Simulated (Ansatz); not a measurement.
# Work function of Ga face by face (PBEsol)

Does the work function of Ga follow how densely a face is packed?

All values are computed: Ansatz 0.2.0, PBEsol, plane waves, scalar-relativistic unless marked; slabs or sheets with vacuum, the vacuum level from the planar mean of the electrostatic potential.

| face | atoms in the slab | top-layer atoms per Å² | work function (eV) |
| --- | --- | --- | --- |
| (110) | 8 | 0.113 | 4.26 |
| (001) | 6 | 0.127 | 4.23 |

The densest face listed is -0.03 eV against the most open one. The difference is within the scatter of thin slabs and meshes, so no order can be read.

The slabs are 1×1 cuts on the parent's lattice, 11.0 to 14.0 Å between the outer relaxed layers. Two faces can't establish a trend. This isn't the ambient phase of Ga.
